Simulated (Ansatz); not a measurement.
# H6PbCBr3N (Pm): the gap up the ladder of methods, part 2 of 2

Aim: the gap of H6PbCBr3N (Pm) at several levels of theory on one structure, with the time that each takes.

Ansatz 0.2.0; density functionals, hybrids and G0W0, plane waves, PAW. Known limits of the many-body steps: finite bands, screening cutoff and k mesh; no spin-orbit coupling in G0W0.

So far. Step 4 (r2SCAN+SOC on the 4×4×4 mesh): Over mesh and listed points the gap is 1.237 eV, from k = (-0.500, 0.500, 0.500) to k = (-0.500, 0.450, 0.500). The least direct gap found is 1.246 eV, at k = (-0.500, 0.450, 0.500). On the 4×4×4 mesh alone the same run gives 1.276 eV, so that mesh misses an edge of r2SCAN+SOC: 1.276 − 1.237 = +0.039 eV.

In doubt: masses and optical values from hybrid runs of this build are listed as unsure (steps 8, 9), which bears on the screening that GW takes from such a start.

### 6. PBE0 on the 4×4×4 mesh

PBE0 mixes in a quarter of exact exchange at all distances.

This step: DFT, PBE0, plane waves, PAW.

input.yaml

```yaml
crystal:
  lattice:
    - [6.038531, 0.0, 0.0]
    - [0.0, 6.05968, 0.0]
    - [-0.007679, 0.0, 6.128174]
  atoms:
    - { symbol: H, position: [0.218258, 0.862101, 0.96819] }
    - { symbol: H, position: [0.177786, 0.0, 0.198636] }
    - { symbol: H, position: [0.825095, 0.851944, 0.061619] }
    - { symbol: H, position: [0.869341, 0.0, 0.811715] }
    - { symbol: H, position: [0.825095, 0.148056, 0.061619] }
    - { symbol: H, position: [0.218258, 0.137899, 0.96819] }
    - { symbol: Pb, position: [0.475266, 0.5, 0.477994] }
    - { symbol: C, position: [0.897311, 0.0, 0.98852] }
    - { symbol: Br, position: [0.430028, 0.5, 0.972748] }
    - { symbol: Br, position: [0.434852, 0.0, 0.512708] }
    - { symbol: Br, position: [0.966538, 0.5, 0.440736] }
    - { symbol: "N", position: [0.140606, 0.0, 0.032465] }
kpoints:
  mp_grid: { grid: [4, 4, 4] }
  band_path:
    path:
      - [0.0, 0.0, 0.0]
      - [0.0, 0.5, 0.0]
      - [0.0, 0.5, 0.5]
      - [0.0, 0.0, 0.5]
      - [-0.5, 0.0, 0.5]
      - [-0.5, 0.5, 0.5]
      - [-0.5, 0.5, 0.0]
      - [-0.5, 0.0, 0.0]
      - [-0.5, 0.45, 0.5]
    npoints: 1
hamiltonian:
  xc: pbe0
scf:
  occupations: { method: fixed }
  n_extra_bands: 8
output:
  eigenvalues: true
```

Launch:

```bash
ansatz run input.yaml --threads 3 --pin off --max-ram 92160MiB --backend cuda --events-out ev --progress --plain --runs-dir out --devices 1 --max-vram 13GiB  # rebuilt from the run's record
```

Numbers of over 12 decimals in the logs are rounded to 6 here.

Log:

```text
[...]
GPUs: using 1 of 1 available (devices: 1).
[...]
GPU FFT provider: cuFFT
GPU libraries: cuBLAS 13.8.2, cuFFT 12.4.0, cuSOLVER 12.3.4
Crystal: 12 atoms, lattice volume = 224.239 Å³
Basis set: ecut = 420 eV, 4385 PW (Γ)
Bands: 33, of which v1, the nominal top of the filled ones, is band 25 counted from 1 (24 counted from 0)
Symmetry: 2 space group operations
[...]
k-points: 30 of 64 (time reversal used)
[...]
Fermi energy:    0.822244 eV
[...]
--- Band table (eV; the first three rows and the last of 30) ---
  k-point 0: bands = [... 21 lower, -1.1208, -0.9968, -0.7000, -0.6788, 6.3818, 7.5915, 7.6731, 8.0865, ... 4 higher]
  k-point 1: bands = [... 21 lower, -1.1340, -0.9777, -0.7044, -0.6602, 6.3066, 6.8570, 7.5928, 8.1255, ... 4 higher]
  k-point 2: bands = [... 21 lower, -0.9912, -0.9513, -0.7099, -0.4517, 4.9780, 7.5355, 7.6094, 7.8468, ... 4 higher]
  k-point 29: bands = [... 21 lower, -0.8993, -0.4635, -0.4628, 0.8222, 4.2006, 4.2158, 4.4239, 7.6656, ... 4 higher]
[key lines of the parts left out:]
Free energy (F): -20998.721356 eV
```

Elapsed: 54 s, on 1 × NVIDIA H100 80GB HBM3 (shared by 6 runs) with 3 threads of AMD EPYC 7R13 (Zen 3), shared host; peak memory 1.7 GiB.

This step gave:

* gap: 3.370 eV
* valence top at: E
* conduction bottom at: k = (-0.500, 0.450, 0.500)
* least direct gap: 3.378 eV
* exact-exchange fraction: 0.25

Over mesh and listed points the gap is 3.370 eV, from k = (-0.500, 0.500, 0.500) to k = (-0.500, 0.450, 0.500). The least direct gap found is 3.378 eV, at k = (-0.500, 0.500, 0.500). On the 4×4×4 mesh alone the same run gives 3.378 eV, so that mesh misses an edge of PBE0: 3.378 − 3.370 = +0.008 eV. PBE0 against HSE06: 3.370 − 2.735 = +0.635 eV, with the same mesh, files and cutoff, and both edges at the same k points.

### 7. G0W0@r2SCAN, 2×2×2 mesh, 935 empty bands, screening to 150 eV

G0W0 replaces the xc potential by a self-energy built once from the orbitals of the start. Levels are corrected in the window of bands that the input names, at points of the mesh.

This step: G0W0 on r2SCAN, plane waves, PAW.

input.yaml: that of step 6 with these lines changed.

```diff
@@ -19,21 +19,12 @@
 kpoints:
-  mp_grid: { grid: [4, 4, 4] }
-  band_path:
-    path:
-      - [0.0, 0.0, 0.0]
-      - [0.0, 0.5, 0.0]
-      - [0.0, 0.5, 0.5]
-      - [0.0, 0.0, 0.5]
-      - [-0.5, 0.0, 0.5]
-      - [-0.5, 0.5, 0.5]
-      - [-0.5, 0.5, 0.0]
-      - [-0.5, 0.0, 0.0]
-      - [-0.5, 0.45, 0.5]
-    npoints: 1
+  mp_grid: { grid: [2, 2, 2] }
 hamiltonian:
-  xc: pbe0
+  xc: r2scan
 scf:
   occupations: { method: fixed }
-  n_extra_bands: 8
-output:
-  eigenvalues: true
+gw:
+  n_empty_bands: 935
+  ecut_chi: 150.0
+  qp_bands: [v4, c4]
+  qp_kpoints: band_edges
+  screening: { model: contour_deformation }
```

Log:

```text
GPUs: using 1 of 1 available (devices: 1).
[...]
GPU FFT provider: cuFFT
GPU libraries: cuBLAS 13.8.2, cuFFT 12.4.0, cuSOLVER 12.3.4
Crystal: 12 atoms, lattice volume = 224.239 Å³
Basis set: ecut = 500 eV, 5671 PW (Γ), exchange–correlation on 180×180×180 points (64 copies of the dense FFT grid, shifted against one another)
Bands: 37, of which v1, the nominal top of the filled ones, is band 25 counted from 1 (24 counted from 0)
[...]
0    29      7.5237    -4.0557    -3.5142    -7.8044  0.8004     7.7595     7.7583  root
[...]
7    26      3.7369    -7.5029    -3.5443   -11.3304  0.7876     4.0217     4.0201  root
     7    27      3.7567    -7.4702    -3.5517   -11.3121  0.7883     4.0486     4.0469  root
     7    28      3.9744    -7.6829    -3.5428   -11.5160  0.7880     4.2664     4.2648  root
     7    29      7.0654    -4.0096    -3.6192    -8.0346  0.8084     7.4744     7.4712  root
[key lines of the parts left out:]
SCF converged after 8 iterations
Free energy (F): -21037.951761 eV
Fermi energy:    1.317335 eV
```

It took 32 s on 1 × NVIDIA H100 80GB HBM3 (shared by 6 runs) with 3 threads; peak memory 3.1 GiB; 45 s of CPU time.

This step gave:

- bands summed: 960
- RPA ε∞ on this mesh (eigenvalues): 4.966, 5.257, 5.889
- plane waves in the screening matrix: 933
- G0W0 gap over the corrected points: 3.506 eV
- k of the valence top: -0.5, -0.5, -0.5
- k of the conduction bottom: -0.5, -0.5, -0.5
- starting gap on the mesh: 2.420 eV
- Z at the valence top: 0.7679
- Z at the conduction bottom: 0.7876
- least direct G0W0 gap over the corrected points: 3.506 eV

Over all 8 irreducible mesh points the G0W0 gap is 3.506 eV, direct, at k = (-0.500, -0.500, -0.500). The r2SCAN gap of this run on the mesh is 2.420 eV. The two states that bound the G0W0 gap lie that far apart at the start, so the correction of the gap is 3.506 − 2.420 = +1.086 eV.

### 8. G0W0@HSE06, 2×2×2 mesh, 434 empty bands, screening to 90 eV

This step: G0W0 on HSE06, plane waves, PAW.

input.yaml: that of step 7 with these lines changed.

```diff
@@ -21,3 +21,3 @@
 hamiltonian:
-  xc: r2scan
+  xc: hse06
 scf:
@@ -25,4 +25,4 @@
 gw:
-  n_empty_bands: 935
-  ecut_chi: 150.0
+  n_empty_bands: 434
+  ecut_chi: 90
   qp_bands: [v4, c4]
```

Log:

```text
GPUs: using 1 of 1 available (devices: 1).
[...]
GPU FFT provider: cuFFT
GPU libraries: cuBLAS 13.8.2, cuFFT 12.4.0, cuSOLVER 12.3.4
Crystal: 12 atoms, lattice volume = 224.239 Å³
Basis set: ecut = 420 eV, 4385 PW (Γ)
Bands: 37, of which v1, the nominal top of the filled ones, is band 25 counted from 1 (24 counted from 0)
Symmetry: 2 space group operations
[...]
k-points: 8
[...]
0    28      7.2741    -7.3756    -3.6891   -11.3905  0.7820     7.6016     7.5998  root
     0    29      7.7437    -3.3916    -3.2651    -6.8063  0.8223     7.8937     7.8933  root
[...]
7    26      3.8654    -7.3470    -3.3336   -11.0310  0.8035     4.2179     4.2158  root
     7    27      3.8833    -7.3193    -3.3413   -11.0183  0.8041     4.2430     4.2409  root
     7    28      4.0987    -7.5222    -3.3282   -11.2158  0.8038     4.4663     4.4641  root
     7    29      7.3182    -3.8227    -3.4141    -7.5359  0.8228     7.6187     7.6173  root
[key lines of the parts left out:]
Free energy (F): -21001.478175 eV
Fermi energy:    1.084119 eV
```

Run time: 33 s. Hardware: 1 × NVIDIA H100 80GB HBM3 (shared by 6 runs) with 3 threads; peak memory 1.8 GiB; 48 s of CPU time.

Numbers from this step:

```
bands summed                                    : 459
RPA ε∞ on this mesh (eigenvalues)               : 4.385, 4.616, 5.117
plane waves in the screening matrix             : 457
G0W0 gap over the corrected points              : 3.564 eV
k of the valence top                            : -0.5, -0.5, -0.5
k of the conduction bottom                      : -0.5, -0.5, -0.5
starting gap on the mesh                        : 2.781 eV
Z at the valence top                            : 0.7872
Z at the conduction bottom                      : 0.8035
least direct G0W0 gap over the corrected points : 3.564 eV
```

Over all 8 irreducible mesh points the G0W0 gap is 3.564 eV, direct, at k = (-0.500, -0.500, -0.500). The HSE06 gap of this run on the mesh is 2.781 eV. The two states that bound the G0W0 gap lie that far apart at the start, so the correction of the gap is 3.564 − 2.781 = +0.783 eV. G0W0@HSE06 against G0W0@r2SCAN with 459 bands (a further run, in the table below): 3.564 − 3.374 = +0.190 eV. The runs also differ in plane-wave cutoff (500 eV and 420 eV), so how much of this comes from the start alone is not known.

### 9. G0W0@PBE0, 2×2×2 mesh, 434 empty bands, screening to 90 eV

This step: G0W0 on PBE0, plane waves, PAW.

input.yaml: that of step 8 with these lines changed.

```diff
@@ -21,3 +21,3 @@
 hamiltonian:
-  xc: hse06
+  xc: pbe0
 scf:
```

Log:

```text
GPUs: using 1 of 1 available (devices: 1).
[...]
GPU FFT provider: cuFFT
GPU libraries: cuBLAS 13.8.2, cuFFT 12.4.0, cuSOLVER 12.3.4
Crystal: 12 atoms, lattice volume = 224.239 Å³
Basis set: ecut = 420 eV, 4385 PW (Γ)
Bands: 37, of which v1, the nominal top of the filled ones, is band 25 counted from 1 (24 counted from 0)
Symmetry: 2 space group operations
[...]
k-points: 8
[...]
0    28      7.6314    -7.3028    -3.5233   -10.9457  0.8015     7.7514     7.7510  root
     0    29      8.0993    -3.3507    -3.1267    -6.4007  0.8387     8.0227     8.0226  root
[...]
7    26      4.1976    -7.3318    -3.2054   -10.6774  0.8207     4.3380     4.3377  root
     7    27      4.2161    -7.3057    -3.2126   -10.6649  0.8212     4.3630     4.3627  root
     7    28      4.4328    -7.5014    -3.2005   -10.8551  0.8210     4.5863     4.5860  root
     7    29      7.6806    -3.8088    -3.2756    -7.1567  0.8385     7.7529     7.7528  root
[key lines of the parts left out:]
Free energy (F): -20998.316958 eV
Fermi energy:    0.721031 eV
```

Run time: 49 s. Hardware: 1 × NVIDIA H100 80GB HBM3 (shared by 6 runs) with 3 threads; peak memory 1.9 GiB.

Numbers from this step:

- bands summed: 459
- RPA ε∞ on this mesh (eigenvalues): 3.870, 4.046, 4.430
- plane waves in the screening matrix: 457
- G0W0 gap over the corrected points: 3.821 eV
- k of the valence top: -0.5, -0.5, -0.5
- k of the conduction bottom: -0.5, -0.5, -0.5
- starting gap on the mesh: 3.477 eV
- Z at the valence top: 0.8051
- Z at the conduction bottom: 0.8207
- least direct G0W0 gap over the corrected points: 3.821 eV

Over all 8 irreducible mesh points the G0W0 gap is 3.821 eV, direct, at k = (-0.500, -0.500, -0.500). The PBE0 gap of this run on the mesh is 3.477 eV. The two states that bound the G0W0 gap lie that far apart at the start, so the correction of the gap is 3.821 − 3.477 = +0.344 eV. G0W0@PBE0 against G0W0@HSE06 with 459 bands: 3.821 − 3.564 = +0.257 eV, with the same mesh, files and cutoffs, and both edges at the same k points. The program's warnings for this run: coarse exchange mesh.

### 10. Gap and time by level

Each gap is the least one over the points named; times are wall times on shared hosts, not benchmarks. A G0W0 time includes the run's own self-consistent start. Runs with listed points see these and the mesh alone, so an edge that moves elsewhere is missed. Rows marked * are further runs, not shown as steps, whose inputs differ from the G0W0 step on the same start in the columns given; solver thresholds can differ too. Symmetry makes (-0.500, 0.500, 0.500) and (-0.500, -0.500, -0.500) one point.

| level | mesh | files, cutoff | bands summed, screening | points | gap (eV) | valence top | conduction bottom | least direct gap (eV) | time |
| --- | --- | --- | --- | --- | --- | --- | --- | --- | --- |
| LDA | 4×4×4 | soft_2 PAW, 420 eV | - | mesh and listed points | 1.934 | (-0.500, 0.500, 0.500) | (-0.500, 0.450, 0.500) | 1.940 | 6.8 s |
| r2SCAN | 4×4×4 | soft_2 PAW, 500 eV | - | mesh and path | 2.452 | (-0.500, 0.500, 0.500) | (-0.500, 0.450, 0.500) | 2.459 | 9.7 s |
| r2SCAN+SOC | 4×4×4 | soft_2 PAW, 500 eV | - | mesh and listed points | 1.237 | (-0.500, 0.500, 0.500) | (-0.500, 0.450, 0.500) | 1.246 | 12 s |
| HSE06 | 4×4×4 | soft_2 PAW, 420 eV | - | mesh and listed points | 2.735 | (-0.500, 0.500, 0.500) | (-0.500, 0.450, 0.500) | 2.742 | 41 s |
| PBE0 | 4×4×4 | soft_2 PAW, 420 eV | - | mesh and listed points | 3.370 | (-0.500, 0.500, 0.500) | (-0.500, 0.450, 0.500) | 3.378 | 54 s |
| G0W0@r2SCAN* | 2×2×2 | soft_2 PAW, 500 eV | 178, 45 eV | all 8 irreducible mesh points | 3.222 | (-0.500, -0.500, -0.500) | (-0.500, -0.500, -0.500) | 3.222 | 8.2 s |
| G0W0@r2SCAN* | 2×2×2 | soft_2 PAW, 500 eV | 459, 90 eV | all 8 irreducible mesh points | 3.374 | (-0.500, -0.500, -0.500) | (-0.500, -0.500, -0.500) | 3.374 | 11 s |
| G0W0@r2SCAN | 2×2×2 | soft_2 PAW, 500 eV | 960, 150 eV | all 8 irreducible mesh points | 3.506 | (-0.500, -0.500, -0.500) | (-0.500, -0.500, -0.500) | 3.506 | 32 s |
| G0W0@HSE06 | 2×2×2 | soft_2 PAW, 420 eV | 459, 90 eV | all 8 irreducible mesh points | 3.564 | (-0.500, -0.500, -0.500) | (-0.500, -0.500, -0.500) | 3.564 | 33 s |
| G0W0@PBE0 | 2×2×2 | soft_2 PAW, 420 eV | 459, 90 eV | all 8 irreducible mesh points | 3.821 | (-0.500, -0.500, -0.500) | (-0.500, -0.500, -0.500) | 3.821 | 49 s |

### 11. Outcome

```json
{"LDA, over mesh and listed points": "1.934 eV", "r2SCAN, over mesh and path": "2.452 eV", "r2SCAN+SOC, over mesh and listed points": "1.237 eV", "HSE06, over mesh and listed points": "2.735 eV", "PBE0, over mesh and listed points": "3.370 eV", "G0W0@r2SCAN (960 bands, 2×2×2), over all 8 irreducible mesh points": "3.506 eV", "G0W0@HSE06, over all 8 irreducible mesh points": "3.564 eV", "G0W0@PBE0, over all 8 irreducible mesh points": "3.821 eV", "known limits": "finite bands, screening cutoff and k mesh; no spin-orbit coupling in G0W0"}
```

What this shows: The rows run from 1.237 eV (r2SCAN+SOC) to 3.821 eV (G0W0@PBE0). They differ in mesh, plane-wave cutoff, bands and screening cutoff of G0W0 and the points over which the gap was sought as well as in level, so only pairs that share these are like for like. r2SCAN+SOC against r2SCAN: 1.237 − 2.452 = −1.215 eV, with the same mesh, set of files (read in its fully relativistic form for the spin-orbit run) and cutoff, and both edges at the same k points. The spin-orbit run sees mesh and listed points alone, so its gap is an upper bound: the coupling can move an edge off these points, the more so as this crystal has no centre of inversion, and the change over the zone, its sign included where it is small, is not known. HSE06 against LDA: 2.735 − 1.934 = +0.801 eV, with the same mesh, files and cutoff, and both edges at the same k points. PBE0 against HSE06: 3.370 − 2.735 = +0.635 eV, with the same mesh, files and cutoff, and both edges at the same k points. G0W0@PBE0 against G0W0@HSE06 with 459 bands: 3.821 − 3.564 = +0.257 eV, with the same mesh, files and cutoffs, and both edges at the same k points. G0W0@r2SCAN (960 bands, 2×2×2) moves the gap of its own start on the mesh by 3.506 − 2.420 = +1.086 eV, between the same two levels. Over mesh and path, r2SCAN puts the conduction bottom at k = (-0.500, 0.450, 0.500), which is no corrected point. The start's gap on the mesh of the G0W0 run, 2.420 eV, is no wider than the 2.452 eV found there (the runs differ in mesh (4×4×4 and 2×2×2)), so it is not shown that this mesh misses an edge. Levels at other points were not corrected, so a lower G0W0 gap elsewhere in the zone is not ruled out. G0W0@HSE06 moves the gap of its own start on the mesh by 3.564 − 2.781 = +0.783 eV, between the same two levels. Over mesh and listed points, HSE06 puts the conduction bottom at k = (-0.500, 0.450, 0.500), where no G0W0 correction was computed. The G0W0 gap over the whole zone is therefore not known from this run; at its settings it can only be equal to or under the 3.564 eV found, and no correction is carried over from another point. For the start itself the gap is 2.735 eV over mesh and listed points and 2.781 eV on the mesh of the G0W0 run, in runs that differ in mesh (4×4×4 and 2×2×2). G0W0@PBE0 moves the gap of its own start on the mesh by 3.821 − 3.477 = +0.344 eV, between the same two levels. Over mesh and listed points, PBE0 puts the conduction bottom at k = (-0.500, 0.450, 0.500), where no G0W0 correction was computed. The G0W0 gap over the whole zone is therefore not known from this run; at its settings it can only be equal to or under the 3.821 eV found, and no correction is carried over from another point. For the start itself the gap is 3.370 eV over mesh and listed points and 3.477 eV on the mesh of the G0W0 run, in runs that differ in mesh (4×4×4 and 2×2×2). What spin-orbit coupling does to the G0W0 levels was not computed, so no sum with the G0W0 gap is formed. For G0W0@r2SCAN: from 178 bands and 45 eV to 960 bands and 150 eV the gap moves by 3.506 − 3.222 = +0.284 eV (rung by rung 3.222, 3.374, 3.506 eV); bands and screening cutoff rise together, so their parts are not told apart. A line in one over the bands through the two highest rungs gives 3.506 + (3.506 − 3.374) × 459 / (960 − 459) = 3.627 eV, and through the pair below 3.374 + (3.374 − 3.222) × 178 / (459 − 178) = 3.470 eV. The two differ by 0.157 eV, not under the 0.030 eV asked, so the law does not hold well over these rungs and the limit is not known. The other G0W0 rows are shown at one basis each (459 bands), so their distance from the limit is not known here. For G0W0@PBE0: the program's warnings for this run: coarse exchange mesh. The G0W0 runs are scalar-relativistic. No pair of G0W0 runs that differ in the mesh alone is shown (2×2×2 is a supercell whose nearest images lie 12 Å apart), so the error from the mesh is not known here. G0W0@r2SCAN runs of this series with other atomic data on the same mesh, not shown as steps, give 3.352 eV (hard PAW, 1000 eV, 478 bands, screening to 90 eV; the table's row with the same empty bands and screening cutoff has 3.374 eV); where bands and cutoffs differ too, the part of the files is not isolated.

[Paths, hosts, dates, memory and timing lines, banners, echoed tables and standing remarks are left out of the program output.]

[Logs are printed without paths, hosts, clocks, repeated set-up lines and the standing remarks that a program may print on its own settings, such as how far it seeks lower states.]

[Runs of the session that timed out or met a known fault of the program may be left out.]

[Cells called generated may have been cut or substituted from an entry of the Crystallography Open Database or the Materials Project.]

[Hosts, paths, dates, database ids (printed as entryN), source tags and the programs' standing remarks are cut or masked in the printed files.]

[Where an RPA ε∞ is given, it is that of the G0W0 mesh and is not shown converged in it. Names of k-points follow the symmetry that the program found, which can be lower than the space group named. Band edges on a path are those of the sampled points; other points can move an edge, and change direct to indirect where valleys lie close.]

[Hybrid gaps are those of their k-mesh and are not shown converged in it.]
